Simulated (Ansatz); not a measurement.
# ScAlSe3 (model cell, started as cubic perovskite with Al in the octahedra): following an unstable mode, part 2 of 2

Wanted: the energy along a soft mode of ScAlSe3 (model cell, started as cubic perovskite with Al in the octahedra) and the structure at the end.

Ansatz 0.2.0; DFT PBE, scalar-relativistic, plane waves, PAW; PAW set soft_1.

So far, highest frequency on the path or at a solved wavevector (cm⁻¹): step 2 (the dispersion) 337. Also lowest frequency on the path (cm⁻¹): step 2 -187.

The structure was built from a prototype and need not be the compound's stable phase.

## (6) Relaxing from the distorted cell

Starting from the lowest point found, all atoms and the cell are let go, so that strain and other modes of the same symmetry can join in.

input.yaml

```yaml
crystal:
  lattice:
    - [4.8618479548, 0.0, 0.0]
    - [0.0, 4.8618479548, 0.0]
    - [0.0, 0.0, 4.8618479548]
  atoms:
    - { symbol: Sc, position: [-0.0712507188, 0.0712507188, 0.0712507188] }
    - { symbol: Al, position: [0.4938138683, 0.5061861317, 0.5061861317] }
    - { symbol: Se, position: [0.5210464872, 0.4789535128, -0.0005815776] }
    - { symbol: Se, position: [0.5210464872, -0.0005815776, 0.4789535128] }
    - { symbol: Se, position: [0.0005815776, 0.4789535128, 0.4789535128] }
kpoints:
  mp_grid: { grid: [8, 8, 8] }
hamiltonian:
  xc: pbe
  pseudopotentials: { kind: paw, azcp: { folder: soft_1 } }
scf:
  occupations: { method: methfessel_paxton, width: 0.2 }
output:
  forces: true
  stress: true
  eigenvalues: true
relax:
  adjacent_minimum: "off"
  f_tol: 0.002
  max_steps: 120
  cell: { stress_tol: 0.03 }
```

On the command line:

```
ansatz run input.yaml --threads 4 --pin off --max-ram 16384MiB --backend cpu --events-out ev --progress --plain --runs-dir out
```

Numbers of over 12 decimals in the logs are rounded to 6 here.

What it wrote:

```text
[...]
Crystal: 5 atoms, lattice volume = 114.922 Å³
Basis set: ecut = 420 eV, 2301 PW (Γ), exchange–correlation on 72×72×72 points (8 copies of the dense FFT grid, shifted against one another)
Bands: 38, of which v1, the nominal top of the filled ones, is band 31 counted from 1 (30 counted from 0)
Symmetry: 6 space group operations
[...]
k-points: 65 of 512 (time reversal used)
[...]
SCF iter   1: F=—  HF=-19085.491185 eV  |F-HF|=—  |Δ(HF+E_count)|=         —  Δρ=9.96e-2  dr2=2.42e1  ethr=3.10e-3  ⟨swp⟩=6.0  Hψ=9572  notcnv=0
[...]
SCF iter  11: F=-19083.788257 eV  HF=-19083.788257 eV  |F-HF|=2.04e-8  |Δ(HF+E_count)|=   1.23e-7  S|Δr|=    0.00e0  Δρ=4.94e-6  dr2=5.38e-8  ethr=1.61e-10  ⟨swp⟩=4.0  Hψ=8871  notcnv=0
SCF 1 converged in 11 iterations: F = -19083.788257 eV  dr2 = 5.38e-8
[...]
relax step   1: F+E_penalty+E_count = -19083.78825734 eV  Δ(F+E_penalty+E_count) = +0.000e0 eV  max|allowed force component| = 6.935e-1 eV/Å  Δτ_max = 0.0000 Å  P = +2.501 GPa  Ω = 114.922 Å³  (11 SCF iters, dr2 threshold 1.00e-7 eV, accepted)
Crystal: 5 atoms, lattice volume = 119.814 Å³
Basis set: ecut = 420 eV, 2361 PW (Γ), exchange–correlation on 72×72×72 points (8 copies of the dense FFT grid, shifted against one another)
[...]
SCF iter   9: F=-19084.142281 eV  HF=-19084.142280 eV  |F-HF|=1.97e-7  |Δ(HF+E_count)|=   1.88e-6  S|Δr|=    0.00e0  Δρ=8.52e-6  dr2=2.08e-7  ethr=8.06e-10  ⟨swp⟩=6.1  Hψ=10887  notcnv=0
SCF 2 converged in 9 iterations: F = -19084.142281 eV  dr2 = 2.08e-7
relax step   2: F+E_penalty+E_count = -19084.14228067 eV  Δ(F+E_penalty+E_count) = -3.540e-1 eV  max|allowed force component| = 3.307e-1 eV/Å  Δτ_max = 0.1948 Å  P = +2.217 GPa  Ω = 119.814 Å³  energy of the carried Pulay correction = -3.427e-4 eV  (9 SCF iters, dr2 threshold 5.00e-7 eV, accepted)
Crystal: 5 atoms, lattice volume = 127.380 Å³
Basis set: ecut = 420 eV, 2513 PW (Γ), exchange–correlation on 72×72×72 points (8 copies of the dense FFT grid, shifted against one another)
[...]
SCF iter  10: F=-19084.324100 eV  HF=-19084.324100 eV  |F-HF|=2.04e-7  |Δ(HF+E_count)|=   5.79e-7  S|Δr|=    0.00e0  Δρ=6.83e-6  dr2=1.02e-7  ethr=8.06e-10  ⟨swp⟩=7.0  Hψ=11439  notcnv=0
SCF 3 converged in 10 iterations: F = -19084.324100 eV  dr2 = 1.02e-7
[...]
relax step   3: F+E_penalty+E_count = -19084.32410038 eV  Δ(F+E_penalty+E_count) = -1.818e-1 eV  max|allowed force component| = 1.004e-1 eV/Å  Δτ_max = 0.1928 Å  P = +1.183 GPa  Ω = 127.380 Å³  energy of the carried Pulay correction = -8.457e-4 eV  (10 SCF iters, dr2 threshold 5.00e-7 eV, accepted)
[... from here on, the SCF cycles and remarks between the steps are left out ...]
relax step   4: F+E_penalty+E_count = -19084.35912279 eV  Δ(F+E_penalty+E_count) = -3.502e-2 eV  max|allowed force component| = 4.997e-2 eV/Å  Δτ_max = 0.0832 Å  P = +0.016 GPa  Ω = 133.005 Å³  energy of the carried Pulay correction = -1.200e-3 eV  (9 SCF iters, dr2 threshold 5.00e-7 eV, accepted)
relax step   5: F+E_penalty+E_count = -19084.36117729 eV  Δ(F+E_penalty+E_count) = -2.055e-3 eV  max|allowed force component| = 6.716e-2 eV/Å  Δτ_max = 0.0228 Å  P = -0.077 GPa  Ω = 133.475 Å³  energy of the carried Pulay correction = -1.229e-3 eV  (8 SCF iters, dr2 threshold 1.56e-7 eV, accepted)
relax step   6: F+E_penalty+E_count = -19084.36215550 eV  Δ(F+E_penalty+E_count) = -9.782e-4 eV  max|allowed force component| = 3.449e-2 eV/Å  Δτ_max = 0.0097 Å  P = +0.072 GPa  Ω = 133.212 Å³  energy of the carried Pulay correction = -1.212e-3 eV  (6 SCF iters, dr2 threshold 2.82e-7 eV, accepted)
relax step   7: F+E_penalty+E_count = -19084.36283592 eV  Δ(F+E_penalty+E_count) = -6.804e-4 eV  max|allowed force component| = 2.041e-2 eV/Å  Δτ_max = 0.0172 Å  P = -0.069 GPa  Ω = 132.815 Å³  energy of the carried Pulay correction = -1.188e-3 eV  (7 SCF iters, dr2 threshold 7.43e-8 eV, accepted)
relax step   8: F+E_penalty+E_count = -19084.36297776 eV  Δ(F+E_penalty+E_count) = -1.418e-4 eV  max|allowed force component| = 3.095e-4 eV/Å  Δτ_max = 0.0041 Å  P = +0.001 GPa  Ω = 132.889 Å³  energy of the carried Pulay correction = -1.193e-3 eV  (6 SCF iters, dr2 threshold 2.60e-8 eV, accepted)
relax step   9: F+E_penalty+E_count = -19084.36557164 eV  Δ(F+E_penalty+E_count) = -2.594e-3 eV  max|allowed force component| = 6.097e-4 eV/Å  Δτ_max = 0.0000 Å  P = +0.027 GPa  Ω = 132.889 Å³  stress off target by 5.92e-2 GPa  SCF on the basis re-selected at this cell (its energy is not comparable with the rows above)  (11 SCF iters)
relax step  10: F+E_penalty+E_count = -19084.36558706 eV  Δ(F+E_penalty+E_count) = -1.542e-5 eV  max|allowed force component| = 5.081e-4 eV/Å  Δτ_max = 0.0017 Å  P = -0.001 GPa  Ω = 133.026 Å³  energy of the carried Pulay correction = -8.296e-6 eV  (7 SCF iters, dr2 threshold 8.75e-9 eV, accepted)
[...]
SCF iter   9: F=-19084.365597 eV  HF=-19084.365597 eV  |F-HF|=3.64e-12  |Δ(HF+E_count)|=  1.09e-11  S|Δr|=    0.00e0  Δρ=2.43e-8  dr2=1.87e-12  ethr=1.00e-12  ⟨swp⟩=5.4  Hψ=9480  notcnv=0
SCF 11 converged in 9 iterations: F = -19084.365597 eV  dr2 = 1.87e-12
relax step  11: F+E_penalty+E_count = -19084.36559703 eV  Δ(F+E_penalty+E_count) = -9.971e-6 eV  max|allowed force component| = 5.019e-4 eV/Å  Δτ_max = 0.0000 Å  P = -0.001 GPa  Ω = 133.026 Å³  stress off target by 2.39e-3 GPa  SCF on the basis re-selected at this cell (its energy is not comparable with the rows above)  (9 SCF iters)
[...]
SCF converged after 9 iterations
[...]
Free energy (F): -19084.365597 eV
[...]
Internal energy: -19084.366516 eV  (E = F + TS)
E sigma→0 (E₀):  -19084.365827 eV
Entropy (-TS):   0.000919 eV (0.184 meV/atom)
Fermi energy:    6.397572 eV
[...]
--- Forces (eV/Å), atoms counted from 1 ---
  atom   1  Sc     0.00005906    -0.00005906    -0.00005906
  atom   2  Al    -0.00050180     0.00050180     0.00050180
  atom   3  Se     0.00008187    -0.00008187    -0.00027944
  atom   4  Se     0.00008187    -0.00027944    -0.00008187
  atom   5  Se     0.00027944    -0.00008187    -0.00008187
  max |Σ_I F_I| component: 4.40e-7 eV/Å
--- Stress (GPa, compression-positive) ---
       -0.000980      -0.001412      -0.001412
       -0.001412      -0.000980       0.001412
       -0.001412       0.001412      -0.000980
  P = ⅓ Tr σ = -0.0010 GPa (-0.010 kbar)
--- Band table (eV; the first three rows and the last of 65) ---
  k-point 0: bands = [... 27 lower, 4.6254, 5.5056, 5.5797, 5.5797, 5.7711, 7.6962, 8.0093, 8.0093, ... 3 higher]
  k-point 1: bands = [... 27 lower, 4.5315, 5.2910, 5.3978, 5.7079, 5.8370, 7.7020, 7.9195, 8.0946, ... 3 higher]
  k-point 2: bands = [... 27 lower, 4.2183, 5.0019, 5.1525, 5.5645, 6.4517, 7.7442, 7.9124, 8.2877, ... 3 higher]
  k-point 64: bands = [... 27 lower, 4.9770, 5.4816, 5.4816, 6.8434, 7.3538, 7.7954, 7.7954, 8.3454, ... 3 higher]
--- Relaxed structure (9 steps of the walk, 9 accepted, 2 SCFs on fresh bases) ---
  F+E_penalty+E_count = -19084.36559703 eV   max|allowed force component| = 5.019e-4 eV/Å   (the final SCF, on the basis selected at the relaxed cell)
  cell:  # Å, volume = 133.0263 Å³
    - [5.108296, -0.134682, -0.134682]
    - [-0.134682, 5.108296, 0.134682]
    - [-0.134682, 0.134682, 5.108296]
  atoms:
    - { symbol: Sc, position: [-0.130438, 0.130438, 0.130438] }
    - { symbol: Al, position: [0.511797, 0.488203, 0.488203] }
    - { symbol: Se, position: [0.530764, 0.469236, -0.022350] }
    - { symbol: Se, position: [0.530764, -0.022350, 0.469236] }
    - { symbol: Se, position: [0.022350, 0.469236, 0.469236] }
```

Wall time 84 s (4 threads of Arm Neoverse V2, shared host); peak memory 0.6 GiB; 5.5 min of CPU time.

Step by step:

```tsv
step	energy less that of the first step (eV)	largest force component (eV/Å)	pressure (GPa)	volume (Å³)
1	0.0000	0.6935	2.50	114.92
2	-0.3540	0.3307	2.22	119.81
3	-0.5358	0.1004	1.18	127.38
4	-0.5709	0.0500	0.02	133.00
5	-0.5729	0.0672	-0.08	133.47
6	-0.5739	0.0345	0.07	133.21
7	-0.5746	0.0204	-0.07	132.82
8	-0.5747	0.0003	0.00	132.89
9*	-0.5773	0.0006	0.03	132.89
10	-0.5773	0.0005	0.00	133.03
11*	-0.5773	0.0005	0.00	133.03
```

Relaxation steps marked * repeat the geometry before them on a plane-wave basis chosen anew for their cell, so energy and pressure can jump there.

The run keeps the 6 symmetry operations that it works with, so distortions that break them were not tested.

```tsv
conventional cell, symmetrised	before	after	change
a (Å)	6.876	7.034	+2.3 %
b (Å)	6.876	7.034	+2.3 %
c (Å)	8.421	9.314	+10.6 %
volume (Å³/atom)	22.98	26.61	+15.8 %
```

The atoms that moved most (Å, as changes of fractional coordinates times the final cell):

```tsv
atom	dx	dy	dz	length
Sc1	-0.318	0.318	0.318	0.551
Al2	0.097	-0.097	-0.097	0.167
Se3	0.054	-0.054	-0.114	0.137
Se4	0.054	-0.114	-0.054	0.137
Se5	0.114	-0.054	-0.054	0.137
```

The relaxed structure:

```xyz
5
Lattice="5.1083 -0.1347 -0.1347 -0.1347 5.1083 0.1347 -0.1347 0.1347 5.1083" Properties=species:S:1:pos:R:3 pbc="T T T"
Sc   -0.7014    0.7014    0.7014
Al    2.4829    2.4907    2.4907
Se    2.6511    2.3225   -0.1225
Se    2.6511   -0.1225    2.3225
Se   -0.0122    2.4572    2.4572
```

This step gave:

- pressure: -9.80e-4 GPa
- volume per atom: 26.61 Å³

The distorted start has space group R3m; the relaxation ends in R3m.

## (7) The new phase in its own primitive cell

The relaxed structure is symmetrised, reduced to its primitive cell and relaxed tightly, as its phonons need.

input.yaml, the sections that differ from step 6:

```yaml
crystal:
  lattice:
    - [3.5168757218, 2.0304691447, 3.1047937712]
    - [-3.5168757218, 2.0304691447, 3.1047937712]
    - [0.0, -4.0609382894, 3.1047937712]
  atoms:
    - { symbol: Sc, position: [0.8695623435, 0.8695623435, 0.8695623435] }
    - { symbol: Al, position: [0.5117966826, 0.5117966826, 0.5117966826] }
    - { symbol: Se, position: [0.5307642134, 0.0223502486, 0.5307642134] }
    - { symbol: Se, position: [0.0223502486, 0.5307642134, 0.5307642134] }
    - { symbol: Se, position: [0.5307642134, 0.5307642134, 0.0223502486] }
kpoints:
  mp_grid: { grid: [9, 9, 9] }
relax:
  adjacent_minimum: "off"
  f_tol: 0.001
  max_steps: 60
  cell: { stress_tol: 0.01 }
# hamiltonian, scf, output: as in step 6
```

What it wrote:

```text
[...]
Crystal: 5 atoms, lattice volume = 133.026 Å³
Basis set: ecut = 420 eV, 2633 PW (Γ), exchange–correlation on 72×72×72 points (8 copies of the dense FFT grid, shifted against one another)
Bands: 38, of which v1, the nominal top of the filled ones, is band 31 counted from 1 (30 counted from 0)
Symmetry: 6 space group operations
[...]
k-points: 85 of 729 (time reversal used)
[...]
cell:  # Å, volume = 133.0620 Å³
    - [3.517557, 2.030862, 3.104425]
    - [-3.517557, 2.030862, 3.104425]
    - [0, -4.061725, 3.104425]
  atoms:
    - { symbol: Sc, position: [0.869463, 0.869463, 0.869463] }
    - { symbol: Al, position: [0.511871, 0.511871, 0.511871] }
    - { symbol: Se, position: [0.530778, 0.022348, 0.530778] }
    - { symbol: Se, position: [0.022348, 0.530778, 0.530778] }
    - { symbol: Se, position: [0.530778, 0.530778, 0.022348] }
[key lines of the parts left out:]
SCF converged after 10 iterations
Free energy (F): -19084.364992 eV
Fermi energy:    6.375550 eV
P = ⅓ Tr σ = -0.0002 GPa (-0.002 kbar)
```

It took 61 s on 4 threads; peak memory 0.67 GiB.

Little changed from the start: no atom moved by 0.005 Å and no cell edge by 0.1 %.

This step gave:

```
pressure : -2.24e-4 GPa
```

The largest force component left is 0.54 meV/Å and the pressure is 0.000 GPa, within the tolerances set. The cell now holds 26.61 Å³/atom.

## (8) Modes of the new phase, k-mesh 9×9×9

A relaxed structure may still be a saddle point, so its zone-centre modes are computed. No field response is asked, since the mesh shows no gap.

input.yaml, the sections that differ from step 7:

```yaml
crystal:
  lattice:
    - [3.5175570204, 2.0308624926, 3.1044247947]
    - [-3.5175570204, 2.0308624926, 3.1044247947]
    - [0.0, -4.0617249852, 3.1044247947]
  atoms:
    - { symbol: Sc, position: [0.8694630235, 0.8694630235, 0.8694630235] }
    - { symbol: Al, position: [0.5118710534, 0.5118710534, 0.5118710534] }
    - { symbol: Se, position: [0.5307778443, 0.0223479359, 0.5307778443] }
    - { symbol: Se, position: [0.0223479359, 0.5307778443, 0.5307778443] }
    - { symbol: Se, position: [0.5307778443, 0.5307778443, 0.0223479359] }
output:
  eigenvalues: true
phonons:
  method: dfpt
# kpoints, hamiltonian, scf: as in step 7
# relax: removed
```

What it wrote:

```text
[...]
Crystal: 5 atoms, lattice volume = 133.062 Å³
Basis set: ecut = 420 eV, 2633 PW (Γ), exchange–correlation on 72×72×72 points (8 copies of the dense FFT grid, shifted against one another)
Bands: 38, of which v1, the nominal top of the filled ones, is band 31 counted from 1 (30 counted from 0)
Symmetry: 6 space group operations
k-points: 365 of 729 (irreducible under 1 space group operation, time reversal used)
[...]
SCF iter   1: F=—  HF=-19087.127883 eV  |F-HF|=—  |Δ(HF+E_count)|=         —  Δρ=1.11e-1  dr2=3.89e1  ethr=3.10e-3  ⟨swp⟩=6.2  Hψ=55132  notcnv=0
[...]
SCF iter  18: F=-19084.364992 eV  HF=-19084.364992 eV  |F-HF|=0.00e0  |Δ(HF+E_count)|=  2.18e-11  S|Δr|=    0.00e0  Δρ=2.81e-8  dr2=2.46e-12  ethr=1.00e-12  ⟨swp⟩=10.0  Hψ=61690  notcnv=0
SCF 1 converged in 18 iterations: F = -19084.364992 eV  dr2 = 2.46e-12
[...]
DFPT response loops at Γ: preconditioner auto → Kerker (q_TF=auto, 2.402 Å⁻¹) (partly filled bands, converged f_vac=0.112); β = 1.00, the filter's whole step (`scf.mixing.beta` (0.50) is not read by the response loops under this deck's `scf.mixing.preconditioner`; to damp them name `kerker` or `kerker_dos`, under which they read `scf.mixing.beta`, and type it under 1.00, their step now; both keys bind the ground state too); Broyden in place of MSR1
SCF converged after 18 iterations
[...]
Free energy (F): -19084.364992 eV
[...]
Internal energy: -19084.365620 eV  (E = F + TS)
E sigma→0 (E₀):  -19084.365149 eV
Entropy (-TS):   0.000627 eV (0.125 meV/atom)
Fermi energy:    6.375551 eV
[...]
--- Band table (eV; the first three rows and the last of 365) ---
  k-point 0: bands = [... 27 lower, 4.6224, 5.5034, 5.5742, 5.5742, 5.7639, 7.6978, 8.0080, 8.0080, ... 3 higher]
  k-point 1: bands = [... 27 lower, 4.5518, 5.3113, 5.4278, 5.7135, 5.7907, 7.7009, 7.9232, 8.0766, ... 3 higher]
  k-point 2: bands = [... 27 lower, 4.2849, 5.0882, 5.1678, 5.5931, 6.2800, 7.7324, 7.9083, 8.2388, ... 3 higher]
  k-point 364: bands = [... 27 lower, 4.3156, 4.7374, 4.7540, 5.5539, 7.5333, 7.7860, 8.4455, 8.4971, ... 3 higher]
--- Phonons (Γ-DFPT): 6 representative perturbations + reference, on 365 of 729 k-points (Σ response iterations 21) ---
  k mesh reduced under 1 symmetry operation, with k and −k counted as one. Each operation leaves every solved perturbation unchanged. A smaller set is not used because it would not reduce the number of displacements times k-points to solve
  ASR residual: 3.016e-5 → 0.000e0 eV/Å²; symmetrization residual: 1.002e-5 eV/Å²
  ASR residual per site (eV/Å²): 3.02e-5 1.93e-5 1.01e-5 1.01e-5 1.16e-5
[...]
non-analytic LO–TO correction: not included (Born effective charges unavailable; polar crystals: no LO–TO splitting at Γ)
```

It took 5.3 min on 4 threads; peak memory 5.5 GiB; 20 min of CPU time.

Numbers from this step:

| Property | Result |
| --- | --- |
| sum-rule residual before enforcement | 3.02e-5 eV/Å² |
| point group | 3m |
| highest optical mode at the zone centre (no LO-TO term) | 274.1 cm⁻¹ |
| lowest optical zone-centre mode | -79.93 cm⁻¹ |

Patterns of degenerate modes are one choice out of their space. Modes at Γ, with each element's share of the kinetic energy (negative means imaginary):

```tsv
mode	frequency (cm⁻¹)	symmetry	Sc %	Al %	Se %
1	-79.9	A2	0	0	100
2	-66.1	E	24	5	71
3	-66.1	E	24	5	71
4	0.0	acoustic	15	9	77
5	0.0	acoustic	15	9	77
6	0.0	acoustic	15	9	77
7	24.7	E	9	39	53
8	24.7	E	9	39	53
9	99.1	A1	19	34	47
10	201.9	E	52	2	47
11	201.9	E	52	2	47
12	212.3	E	1	46	54
13	212.3	E	1	46	54
14	218.3	A1	37	38	25
15	274.1	A1	29	19	51
```

Displacements in mode 1 (-79.9 cm⁻¹), the largest set to 1:
```
Sc1  0.00  0.00  0.00
Al2  0.00  0.00  0.00
Se3 -0.50 -0.87  0.00
Se4 -0.50  0.87  0.00
Se5  1.00  0.00  0.00
```

Displacements in mode 8 (24.7 cm⁻¹), the largest set to 1:
```
Sc1  0.13 -0.37  0.00
Al2 -0.35  1.00  0.00
Se3 -0.12 -0.07  0.42
Se4  0.10 -0.15  0.11
Se5  0.06  0.08 -0.52
```

Before it was imposed, the acoustic sum rule was missed by 3.0e-5 eV/Å². Small misses are needed for a sound result but don't prove that mesh and cutoff are converged. The lowest optical mode is imaginary, 79.9i cm⁻¹, so the energy falls along it.

## (9) Summary of results

```
unstable mode of the parent                                                      : q = (0, 0, 0), 187i cm⁻¹
depth at the lowest point sampled                                                : 174 meV/atom
largest atomic shift at that point                                               : 0.6 Å
space group reached (within 0.01 Å)                                              : R3m
energy gained over the parent (first relaxation, on the mesh of the frozen mode) : 289 meV/atom
volume per atom, phase reached                                                   : 26.6 Å³
lowest optical zone-centre mode, phase reached                                   : -79.9 cm⁻¹
highest optical mode at the zone centre (no LO-TO term), phase reached           : 274 cm⁻¹
```

In words: Along this mode the structure falls into R3m, 289 meV/atom below the parent. At the parent's cell the well is 173.9 meV/atom deep on the steps tried, with its lowest point at a shift of 0.6 Å. That is the last step tried, so the steps alone don't bracket the bottom of the well. Relaxing atoms and cell changes the gain by +115.51 meV/atom against the lowest step (energies at zero smearing). The new phase still has an imaginary mode at the zone centre of its cell, so it is a saddle point on the way to a lower structure. Of the 6 patterns followed to their end from this parent, this one ends 380 meV/atom above the lowest, Amm2. Another end point lies within 1 meV/atom; how such a difference moves with mesh and cutoff was not tested. Each path keeps the symmetry of its pattern, so a lower phase may lie along a pattern not tried. With no gap, or one that is small against the smearing, the frequencies hang on the k mesh and the smearing, most of all near Kohn anomalies. The starting cell was built on a prototype and not taken from a measurement, so the phase need not exist.

[Logs are printed without paths, hosts, clocks, repeated set-up lines and the standing remarks that a program may print on its own settings, such as how far it seeks lower states.]

[Hosts, paths, dates, database ids (printed as entryN), source tags and the programs' standing remarks are cut or masked in the printed files.]
